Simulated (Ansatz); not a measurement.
# GaC (built on the sites of a database entry of TlC): from the cell to its phonons, part 2 of 2

Aim: the phonons of GaC (built on the sites of a database entry of TlC) at a cell relaxed beforehand at this level. After the zone centre comes a 4×4×4 q mesh on a 16×16×16 k mesh.

Ansatz 0.2.0; DFT PBEsol, scalar-relativistic, plane waves, norm-conserving pseudopotentials.

So far. Step 2 (Zone-centre response): Before it was imposed, the acoustic sum rule was missed by 1.8e-4 eV/Å². Small misses are needed for a sound result but don't prove that mesh and cutoff are converged. The lowest optical mode is imaginary, 138.7i cm⁻¹, so the energy falls along it.

The structure was built from a prototype and need not be the compound's stable phase.

## Step 3: The dispersion (continued)

Tetrahedra on a 24×24×24 mesh, mean over bins of 10 cm-1. Interpolated from a 4×4×4 q mesh. Phonon density of states against wavenumber; read off at these points:

wavenumber (cm⁻¹), phonon density of states (1/cm⁻¹/cell) and a bar:
```
     -565     0.0000 
     -535     0.0007 #
     -505     0.0013 #
     -485     0.0019 ##
     -455     0.0046 ####
     -425     0.0045 ####
     -395     0.0055 ####
     -375     0.0071 ######
     -345     0.0076 ######
     -315     0.0076 ######
     -285     0.0076 ######
     -265     0.0090 #######
     -235     0.0051 ####
     -205     0.0049 ####
     -175     0.0073 ######
     -155     0.0055 ####
     -125     0.0030 ##
      -95     0.0081 #######
      -65     0.0116 #########
      -45     0.0085 #######
      -15     0.0047 ####
       15     0.0046 ####
       45     0.0061 #####
       65     0.0084 #######
       95     0.0109 #########
      125     0.0153 ############
      155     0.0214 #################
      175     0.0370 ##############################
      205     0.0055 ####
      235     0.0024 ##
```

The partial phonon density of states has structure finer than the step of the table below, so its rows give means over 25 cm⁻¹, whole bins alone (the curve runs from -566 to 252 cm⁻¹). Peaks (cm⁻¹: height): C -339.3: 0.00865, -272.5: 0.0095, -195.4: 0.00792, -82.2: 0.00336, 92.6: 0.00249, 138.8: 0.00471, 200.5: 0.00572; Ga -66.8: 0.0117, 174.8: 0.0303.

Phonopy on the run's constants, 21x21x21 mesh, Gaussian sigma 5.8 cm-1. Interpolated from a 4×4×4 q mesh. Partial phonon density of states against wavenumber; means over each step; values in 1/cm⁻¹/cell:

```tsv
wavenumber (cm⁻¹)	C	Ga
-550	4.2e-4	0
-525	9.1e-4	0
-500	0.00153	0
-475	0.00235	0
-450	0.00449	0
-425	0.00450	8.0e-7
-400	0.00508	9.8e-6
-375	0.00646	2.0e-5
-350	0.00756	2.8e-5
-325	0.00800	3.0e-5
-300	0.00732	3.4e-5
-275	0.00828	5.8e-5
-250	0.00660	5.1e-5
-225	0.00427	3.8e-5
-200	0.00708	8.1e-5
-175	0.00646	1.1e-4
-150	0.00444	1.7e-4
-125	0.00311	5.6e-4
-100	0.00276	0.00561
-75	0.00187	0.0100
-50	6.2e-4	0.00915
-25	4.0e-4	0.00392
0	8.0e-5	0.00130
25	7.8e-4	0.00386
50	9.8e-4	0.00635
75	0.00169	0.00844
100	0.00179	0.00963
125	0.00292	0.0122
150	0.00371	0.0171
175	0.00429	0.0260
200	0.00534	0.00528
225	0.00342	8.4e-5
```

Second derivatives of the energy by pair, one row for each kind of neighbour of each atom listed. Each entry sums the pair over the periodic images of the supercell that the q mesh stands for, and in a polar crystal it holds the long-range dipole part too. Force constants by pair, by row:

```tsv
atom	neighbour	distance (Å)	third of the trace (eV/Å²)	along the pair's line (eV/Å²)
Ga1	itself	0	3.337	–
Ga1	C	2.404	0.144	-0.006
Ga1	Ga	2.775	-0.6261	-2.515
Ga1	Ga	3.925	0.0102	0.0392
Ga1	C	4.603	-0.0357	-0.094
Ga1	Ga	4.807	-0.0177	-0.0716
Ga1	Ga	5.551	0.0071	0.0421
Ga1	C	6.049	0.0138	0.0424
Ga1	Ga	6.206	-0.0105	5.00e-4
C2	itself	0	-3.085	–
C2	Ga	2.404	0.144	-0.006
C2	C	2.775	0.1857	-1.567
C2	C	3.925	0.0437	0.3955
C2	Ga	4.603	-0.0357	-0.094
C2	C	4.807	0.0536	0.1025
C2	C	5.551	0.2204	1.302
C2	Ga	6.049	0.0138	0.0424
C2	C	6.206	0.0275	-0.096
```

Symmetry leaves 10 wavevectors to solve. The lowest mode among them, the acoustic zeros apart, lies at q = (0.25, -0.5, -0.5) and is imaginary, 556.6i cm⁻¹, so the energy falls along it. Between them the interpolated path dips to 561i cm⁻¹.

## Step 4: Isotope substitution, element C, natural mass 12.011 amu

An isotope changes the mass and not the force constants, so no new electronic calculation is needed; the shifts show which modes move this element.

The same force constants with the mass of C changed from 12.011 to 13.003 u (phonopy, no LO-TO term). Both lists are sorted by frequency; levels can cross, so a row need not hold one and the same mode. Modes under 3 cm⁻¹ are left out. Isotope shifts, by row:

```tsv
q	rank	natural mass (cm⁻¹)	changed mass (cm⁻¹)
0 0 0	1	-138.7	-134.1
0 0 0	2	-138.7	-134.1
0 0 0	3	-138.7	-134.1
0 0 0.25	1	-191.8	-184.4
0 0 0.25	2	-191.8	-184.4
0 0 0.25	3	-165.5	-159.3
0 0 0.25	4	-51.9	-51.88
0 0 0.25	5	-51.9	-51.88
0 0 0.25	6	138.2	138.1
0 0 -0.5	1	-327.6	-314.9
0 0 -0.5	2	-327.6	-314.9
0 0 -0.5	3	-71.78	-71.78
0 0 -0.5	4	-71.78	-71.78
0 0 -0.5	5	182	182
0 0 -0.5	6	236.3	227.1
0 0.25 0.25	1	-346.9	-333.4
0 0.25 0.25	2	-272.3	-261.9
0 0.25 0.25	3	-195.4	-187.8
0 0.25 0.25	4	-78.73	-78.72
0 0.25 0.25	5	120.4	120.4
0 0.25 0.25	6	133.2	133.1
```

A mode of this element alone would shift by -3.89 %.

## Step 5: Isotope substitution, element Ga, natural mass 69.723 amu

The same for Ga, from 69.72 to 70.92 u.

The same force constants with the mass of Ga changed from 69.723 to 70.925 u (phonopy, no LO-TO term). Both lists are sorted by frequency; levels can cross, so a row need not hold one and the same mode. Modes under 3 cm⁻¹ are left out. Isotope shifts, by row:

```tsv
q	rank	natural mass (cm⁻¹)	changed mass (cm⁻¹)
0 0 0	1	-138.7	-138.5
0 0 0	2	-138.7	-138.5
0 0 0	3	-138.7	-138.5
0 0 0.25	1	-191.8	-191.8
0 0 0.25	2	-191.8	-191.8
0 0 0.25	3	-165.5	-165.5
0 0 0.25	4	-51.9	-51.46
0 0 0.25	5	-51.9	-51.46
0 0 0.25	6	138.2	137.1
0 0 -0.5	1	-327.6	-327.6
0 0 -0.5	2	-327.6	-327.6
0 0 -0.5	3	-71.78	-71.17
0 0 -0.5	4	-71.78	-71.17
0 0 -0.5	5	182	180.4
0 0 -0.5	6	236.3	236.3
0 0.25 0.25	1	-346.9	-346.9
0 0.25 0.25	2	-272.3	-272.3
0 0.25 0.25	3	-195.4	-195.4
0 0.25 0.25	4	-78.73	-78.06
0 0.25 0.25	5	120.4	119.3
0 0.25 0.25	6	133.2	132
```

A mode of this element alone would shift by -0.85 %.

## Step 6: What came out

| Item | Value |
| --- | --- |
| space group (within 0.01 Å) | Pm-3m |
| volume per atom | 10.7 Å³ |
| electronic character | no gap on this mesh |
| highest optical mode at the zone centre (no LO-TO term) | -139 cm⁻¹ |
| lowest optical zone-centre mode | -139 cm⁻¹ |
| lowest mode on the q mesh (acoustic modes at Γ apart) | -557 cm⁻¹ |
| highest frequency on the path or at a solved wavevector | 238 cm⁻¹ |
| imaginary modes on the 4×4×4 q mesh | yes |

In words: Modes are clearly imaginary (beyond 10i cm⁻¹) at 10 of the 10 irreducible wavevectors, most at q = (0.25, -0.5, -0.5) (556.6i cm⁻¹), so this structure is not a minimum of the energy. The optical modes at Γ form one degenerate level at -139 cm⁻¹ (negative means imaginary). With no gap, or one that is small against the smearing, the frequencies hang on the k mesh and the smearing, most of all near Kohn anomalies. The phonon runs are without spin polarisation, although the cell has an odd electron count. The starting cell was built on a prototype and not taken from a measurement, so the phase need not exist. These are harmonic frequencies at zero temperature: anharmonic shifts, linewidths and thermal expansion are left out.

[Logs are printed without paths, hosts, clocks, repeated set-up lines and the standing remarks that a program may print on its own settings, such as how far it seeks lower states.]

[Hosts, paths, dates, database ids (printed as entryN), source tags and the programs' standing remarks are cut or masked in the printed files.]
